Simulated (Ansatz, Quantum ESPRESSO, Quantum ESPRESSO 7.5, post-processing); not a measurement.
## In chain with one atom pushed 1.0 Å aside at constant bond length: ballistic transmission

Wanted: the transmission near the Fermi level and the conductance of this junction: In chain with one atom pushed 1.0 Å aside at constant bond length.

Calculated with Quantum ESPRESSO 7.5; plane-wave DFT, PBE, GBRV ultrasoft pseudopotentials (cross-check by Ansatz 0.2.0 with PAW datasets).

Most raw output is cut from this account.

## (1) Set-up

The cell holds 11 atoms: 11 In. Cell: a = 7.500 Å, b = 7.500 Å, c = 32.101 Å, α = 90.0°, β = 90.0°, γ = 90.0°. Regions: left lead, 5 atoms (5 In); channel, 1 atom (1 In); right lead, 5 atoms (5 In). Vacuum lies along a and b. The structure is stacked along c, and the current runs across the ab planes.

## (2) Ground state

One periodic cell holds a stretch of lead, the junction and more lead; the atoms stay as built.

Input file scf.in:

```
&control
  prefix = 'scf'
  outdir = './out'
  pseudo_dir = './pseudo'
  calculation = 'scf'
  tprnfor = .true.
/
&system
  ibrav = 0
  nat = 11
  ntyp = 1
  ecutwfc = 34
  ecutrho = 170
  occupations = 'smearing'
  smearing = 'mv'
  degauss = 0.01
/
&electrons
  conv_thr = 1e-07
  mixing_beta = 0.25
  electron_maxstep = 120
  mixing_mode = 'local-TF'
/
ATOMIC_SPECIES
  In  114.8180  in_pbe_v1.4.uspp.F.UPF
CELL_PARAMETERS angstrom
  7.50000000000000 0.00000000000000 0.00000000000000
  0.00000000000000 7.50000000000000 0.00000000000000
  0.00000000000000 0.00000000000000 32.10067563455117
ATOMIC_POSITIONS crystal
  In  0.500000000000 0.500000000000 0.000000000000
  In  0.500000000000 0.500000000000 0.091898377267
  In  0.500000000000 0.500000000000 0.183796754535
  In  0.500000000000 0.500000000000 0.275695131802
  In  0.500000000000 0.500000000000 0.367593509069
  In  0.633333333000 0.500000000000 0.454050811366
  In  0.500000000000 0.500000000000 0.540508113663
  In  0.500000000000 0.500000000000 0.632406490931
  In  0.500000000000 0.500000000000 0.724304868198
  In  0.500000000000 0.500000000000 0.816203245465
  In  0.500000000000 0.500000000000 0.908101622733
K_POINTS automatic
  1 1 3 0 0 0
```

On the command line:

```sh
> OMP_NUM_THREADS=1 mpirun -n 4 pw.x -nk 1 -in scf.in > scf.out
```

Run time: 87 s. Hardware: 4 MPI ranks of Arm Neoverse V2, shared host; peak memory 2 GiB.

Read from the output:

```
free energy  : -19962.6971 eV
Fermi energy : -1.105 eV
```

The program's own clock; routines nest. Time by routine:

```
     routine  wall time (s)  calls
       PWSCF          86.04      1
   electrons          82.67      1
     c_bands          54.16     16
     cegterg          53.04     32
       h_psi          33.73    179
        fftw          27.91  15898
    vloc_psi          24.59    179
    sum_band           13.6     16
     mix_rho           7.85     16
      calbec           6.73    219
        newd           6.14     17
        ffts           4.87   1878
h_psi:calbec           4.48    179
  add_vuspsi            4.4    179
```

The run needed 16 iterations to bring the estimated error under 1e-07 Ry; the largest force on any atom, held or free, is 0.16 eV/Å.

## (3) The open system

prefixt takes both regions from one run: the lead from 0 to bdl, the scattering region from bdl to bds (units of alat). ikind = 1 puts the same lead on both sides. The program's T_tot counts both spins in a run without spin; the tables below give T per spin.

Input file cond.in:

```
&inputcond
  outdir = './out'
  prefixt = 'scf'
  tran_file = 'cond.dat'
  bdl = 0.7866666667
  bds = 4.2800900840
  ikind = 1
  ewind = 4.0
  epsproj = 1e-05
  nz1 = 7
  energy0 = 2.0
  denergy = -0.1
/
1
  0.00000000 0.00000000 1.00000000
41
```

On the command line:

```sh
> OMP_NUM_THREADS=1 mpirun -n 4 pwcond.x -in cond.in > cond.out
```

Run time: 7.1 min. Hardware: 4 MPI ranks; peak memory 0.67 GiB; 29 min of CPU time.

This step gave:

```
lead channels at the Fermi level, one spin : 3
transmission at the Fermi level, one spin  : 2.511
conductance                                : 2.511 G₀
```

Per spin. Table of open channels by energy, zero at the Fermi level:

energy (eV), open channels and a bar:
```
    -2.00       0.00 
    -1.90       0.00 
    -1.70       0.00 
    -1.60       0.00 
    -1.40       0.00 
    -1.30       0.00 
    -1.20       1.00 ##########
    -1.00       1.00 ##########
    -0.90       1.00 ##########
    -0.80       1.00 ##########
    -0.60       1.00 ##########
    -0.50       1.00 ##########
    -0.30       1.00 ##########
    -0.20       1.00 ##########
    -0.10       3.00 ##############################
     0.00       3.00 ##############################
     0.10       3.00 ##############################
     0.20       3.00 ##############################
     0.30       3.00 ##############################
     0.50       3.00 ##############################
     0.60       3.00 ##############################
     0.80       3.00 ##############################
     0.90       3.00 ##############################
     1.00       3.00 ##############################
     1.20       3.00 ##############################
     1.30       3.00 ##############################
     1.40       3.00 ##############################
     1.60       3.00 ##############################
     1.70       3.00 ##############################
     1.90       3.00 ##############################
     2.00       3.00 ##############################
```

Per spin. The transmission by energy, zero at the Fermi level:

energy (eV), transmission and a bar:
```
    -2.00       0.00 
    -1.90       0.00 
    -1.70       0.00 
    -1.60       0.00 
    -1.40       0.00 
    -1.30       0.00 
    -1.20       0.89 #########
    -1.10       0.91 #########
    -1.00       0.90 #########
    -0.90       0.89 #########
    -0.80       0.88 #########
    -0.60       0.82 #########
    -0.50       0.78 ########
    -0.30       0.60 ######
    -0.20       0.40 ####
    -0.10       2.30 ########################
     0.00       2.51 ##########################
     0.10       2.58 ###########################
     0.20       2.62 ###########################
     0.30       2.66 ###########################
     0.50       2.74 ############################
     0.60       2.78 #############################
     0.80       2.84 #############################
     0.90       2.86 ##############################
     1.00       2.87 ##############################
     1.20       2.90 ##############################
     1.30       2.90 ##############################
     1.40       2.89 ##############################
     1.60       2.83 #############################
     1.70       2.76 #############################
     1.90       2.47 ##########################
     2.00       2.21 #######################
```

The program's own clock; routines nest. Time by routine:

```
     routine  wall time (s)  calls
      PWCOND          427.4      1
scatter_forw          345.1     82
      compbs          62.87     41
    compbs_2          52.08     41
       local          12.41      1
        init           0.81      1
       poten           0.09      1
```

At no point does T exceed the number of channels.

## (4) The open system, with nz1 = 11

How much does a setting matter? One run is repeated with a change.

cond.w.in is the input of step 3 with these lines changed:

```diff
@@ -3,3 +3,3 @@
   prefixt = 'scf'
-  tran_file = 'cond.dat'
+  tran_file = 'cond.w.dat'
   bdl = 0.7866666667
@@ -9,3 +9,3 @@
   epsproj = 1e-05
-  nz1 = 7
+  nz1 = 11
   energy0 = 2.0
```

On the command line:

```sh
> OMP_NUM_THREADS=1 mpirun -n 4 pwcond.x -in cond.w.in > cond.w.out
```

Run time: 7.6 min. Hardware: 4 MPI ranks; peak memory 0.69 GiB.

Beside the run it was changed from:

```
                                  quantity  this run  unchanged run  difference
 transmission at the Fermi level, one spin     2.511          2.511      1.3e-4
lead channels at the Fermi level, one spin         3              3           0
                             wall time (s)       456            428
```

Over all energies T moves by up to 2.5e-4, at -0.1 eV.

The physical values in this table stay within 0.05 %.

## (5) The same in Ansatz

A second code with its own PAW datasets, on the same atoms.

Level of this step: plane-wave DFT, PBE, Ansatz PAW (Ansatz 0.2.0).

Input file input.yaml:

```yaml
crystal:
  lattice:
    - [7.5, 0.0, 0.0]
    - [0.0, 7.5, 0.0]
    - [0.0, 0.0, 32.1006756346]
  atoms:
    - { symbol: In, position: [0.5, 0.5, 0.0] }
    - { symbol: In, position: [0.5, 0.5, 0.0918983773] }
    - { symbol: In, position: [0.5, 0.5, 0.1837967545] }
    - { symbol: In, position: [0.5, 0.5, 0.2756951318] }
    - { symbol: In, position: [0.5, 0.5, 0.3675935091] }
    - { symbol: In, position: [0.633333333, 0.5, 0.4540508114] }
    - { symbol: In, position: [0.5, 0.5, 0.5405081137] }
    - { symbol: In, position: [0.5, 0.5, 0.6324064909] }
    - { symbol: In, position: [0.5, 0.5, 0.7243048682] }
    - { symbol: In, position: [0.5, 0.5, 0.8162032455] }
    - { symbol: In, position: [0.5, 0.5, 0.9081016227] }
kpoints:
  mp_grid: { grid: [1, 1, 4] }
hamiltonian:
  xc: pbe
scf:
  occupations: { method: fermi_dirac, width: 0.1 }
  convergence: { dr2_threshold: 1.0e-08 }
output:
  transmission:
    leads: [[0, 1]]
    e_range: [-2.0, 2.0]
    de: 0.05
    kmesh: [1, 1]
    reduced_basis: true
  write_potential: true
  write_density: true
  volumetric_format: npy
  elf: true
```

On the command line:

```sh
> ansatz run input.yaml --threads 4 --pin off --max-ram 8192MiB --backend cpu --events-out ev --progress --plain --runs-dir out
```

Run time: 50 s. Hardware: 4 threads; peak memory 2 GiB; 3.1 min of CPU time.

Read from the output:

| Quantity | Value |
| --- | --- |
| free energy | -61563.1881 eV |
| energy at zero smearing | -61562.8016 eV |
| smearing term TS | 0.7730 eV |
| Fermi energy | -1.080 eV |
| symmetry operations | 4 |
| transmission at the Fermi level, one spin | 2.481 |
| step of the lead's Hamiltonian over a period | 9.3 meV |

Per spin. Table of transmission by energy, zero at the Fermi level:

```
energy (eV)  transmission
     -2.000             0
     -1.800             0
     -1.600             0
     -1.400             0
     -1.200         0.861
     -1.050         0.890
     -1.000         0.890
     -0.800         0.869
     -0.600         0.814
     -0.400         0.694
     -0.200         0.359
      0.000          2.48
      0.200          2.63
      0.400          2.72
      0.600          2.79
      0.800          2.84
      1.000          2.88
      1.200          2.90
      1.250          2.90
      1.400          2.90
      1.600          2.85
      1.800          2.72
      2.000          2.42
```

Per spin. Table of open channels by energy, zero at the Fermi level:

```
energy (eV)  open channels
      -2.00              0
      -1.90              0
      -1.80              0
      -1.70              0
      -1.55              0
      -1.45              0
      -1.35              0
      -1.25              1
      -1.15              1
      -1.05              1
      -0.90              1
      -0.80              1
      -0.70              1
      -0.60              1
      -0.50              1
      -0.40              1
      -0.25              1
      -0.15              3
      -0.05              3
       0.00              3
       0.05              3
       0.15              3
       0.25              3
       0.40              3
       0.50              3
       0.60              3
       0.70              3
       0.80              3
       0.90              3
       1.05              3
       1.15              3
       1.25              3
       1.35              3
       1.45              3
       1.55              3
       1.70              3
       1.80              3
       1.90              3
       2.00              3
```

Electrostatic potential energy in the ca plane at fractional y = 0.500, with atoms of In within 0.2 Å of it. With pseudopotentials it is smooth inside the atoms' cores, unlike the true potential.

Values in eV, 11 rows by 16 columns, each cell a mean:
```
  2   2   2   2   2   2   2   2   2   2   2   2   2   2   2   2
  2   2   2   2   2   2   2   2   2   2   2   2   2   2   2   2
  1   1   2   2   1   2   2   1   2   2   1   2   2   1   2   1
 -1  -5  -1  -1  -5   0  -1  -5   0  -2  -5   0  -2  -4   0  -3
-11 -36 -10 -13 -35  -8 -16 -34  -6 -18 -33  -5 -21 -32  -4 -23
-17 -45 -16 -21 -44 -14 -24 -44 -11 -27 -43  -9 -30 -42  -7 -33
 -6 -26  -6  -8 -26  -5 -10 -25  -4 -12 -24  -3 -14 -23  -2 -16
  1  -2   1   0  -2   1   0  -2   1   0  -1   1   0  -1   1  -1
  2   2   2   2   2   2   2   2   2   2   2   2   2   2   2   2
  2   2   2   2   2   2   2   2   2   2   2   2   2   2   2   2
  2   2   2   2   2   2   2   2   2   2   2   2   2   2   2   2
```
Columns run along c (16.0 Å, from fractional 0.50 to 1.00 of the cell; values clipped at the 3rd and 97th percentile), rows up along a (7.5 Å). Atoms in or near the plane, at fractional coordinates: In at (0.54, 0.50), In at (0.63, 0.50), In at (0.72, 0.50), In at (0.82, 0.50), In at (0.91, 0.50).

ELF in the ca plane at fractional y = 0.500, with atoms of In within 0.2 Å of it. It is the smooth field of the valence electrons, not physical close to the nuclei.

Ten even steps from '0' (0.00) to '9' (0.48), each cell a mean:
```
10000000000000000000000000000000000000000000
41000000000000000000000000000000000000000000
63111111112221111112221111122211112222111112
84222222234443322234543222345432234554322245
96444433456776543467776444677754456777543467
97655555688777765677888666778876578888765688
87655567887666777766668877666677777666777776
86555558976666688666666886666668866666678766
86421457865214678652146785521467865214678652
86200257863002578530015785300157763001567640
86300357864003578640025785400257864002578640
96644668865445689664456886644567866545678665
98666678876566788766667887666678776666788766
99987886667667887777777767777787677777876787
79998864456777665677776546788875457888654678
46776532224555433455654333566643235665433356
12333211112233222223332112333321112333211223
00000000000011000011110000111100001111000011
00000000000000000000000000000000000000000000
00000000000000000000000000000000000000000000
```
Columns run along c (16.0 Å, from fractional 0.50 to 1.00 of the cell), rows up along a (7.5 Å). Atoms in or near the plane, at fractional coordinates: In at (0.54, 0.50), In at (0.63, 0.50), In at (0.72, 0.50), In at (0.82, 0.50), In at (0.91, 0.50).

Ansatz finds T = 2.48 against pwcond's 2.51.

## (6) All levels side by side

All levels:

```
                   step  T at the Fermi level (per spin)  conductance (G0)  r.m.s. T(E) from the first  CPU time of the step (s)  peak memory (GiB)
                 Ansatz                            2.481                 -                           0                     184.5              2.047
                 pwcond                            2.511             2.511                     0.09698                      1712               0.67
pwcond, changed setting                            2.511             2.511                     0.09699                      1824               0.69
```

Per spin. The transmission by energy, zero at the Fermi level:

```
energy (eV)  Ansatz  pwcond  pwcond, changed setting
      -2.00       0       0                        0
      -1.90       0       0                        0
      -1.80       0       0                        0
      -1.70       0       0                        0
      -1.60       0       0                        0
      -1.50       0       0                        0
      -1.40       0       0                        0
      -1.20   0.861   0.888                    0.888
      -1.10   0.887   0.906                    0.906
      -1.00   0.890   0.902                    0.902
      -0.90   0.883   0.892                    0.892
      -0.80   0.869   0.876                    0.876
      -0.70   0.847   0.854                    0.854
      -0.60   0.814   0.823                    0.823
      -0.50   0.767   0.777                    0.777
      -0.40   0.694   0.708                    0.709
      -0.30   0.577   0.597                    0.597
      -0.20   0.359   0.396                    0.396
      -0.10    2.25    2.30                     2.30
       0.00    2.48    2.51                     2.51
       0.10    2.58    2.58                     2.58
       0.20    2.63    2.62                     2.62
       0.30    2.68    2.66                     2.66
       0.40    2.72    2.70                     2.70
       0.50    2.75    2.74                     2.74
       0.60    2.79    2.78                     2.78
       0.70    2.82    2.81                     2.81
       0.80    2.84    2.84                     2.84
       0.90    2.86    2.86                     2.86
       1.00    2.88    2.87                     2.87
       1.10    2.89    2.89                     2.89
       1.20    2.90    2.90                     2.90
       1.30    2.90    2.90                     2.90
       1.40    2.90    2.89                     2.89
       1.50    2.88    2.87                     2.87
       1.60    2.85    2.83                     2.83
       1.70    2.80    2.76                     2.76
       1.80    2.72    2.65                     2.65
       1.90    2.60    2.47                     2.47
       2.00    2.42    2.21                     2.21
```

## (7) Worked from the printed numbers

G = 2.51 × 77.48 µS = 195 µS a cell, a resistance of 5.14 kΩ.

## (8) Outcome

| Quantity | Value |
| --- | --- |
| conductance from T at the Fermi level, a cell (G₀ = 2e²/h) | 2.51 G₀ |
| lead channels per spin | 3.00 |
| the same conductance by Ansatz | 2.48 G₀ |

In words: The junction conducts 2.51 G₀ a cell at the Fermi level (PBE, GBRV ultrasoft). At the Fermi level the junction passes 84 % of what the leads offer. At the Fermi level pwcond and Ansatz differ by 1.2 %, a close match. Over -2 to 2 eV, T lies between 0 and 2.9 per spin. The geometry is as built, not relaxed, and the leads are short.

[Logs are printed without paths, hosts, clocks, repeated set-up lines and the standing remarks that a program may print on its own settings, such as how far it seeks lower states.]

[Hosts, paths, dates, database ids (printed as entryN), source tags and the programs' standing remarks are cut or masked in the printed files.]

[Maps of the electrostatic potential energy from Ansatz leave out the sawtooth potential of an applied field or a dipole correction, so their vacuum need not be flat; planar profiles and work functions include it.]
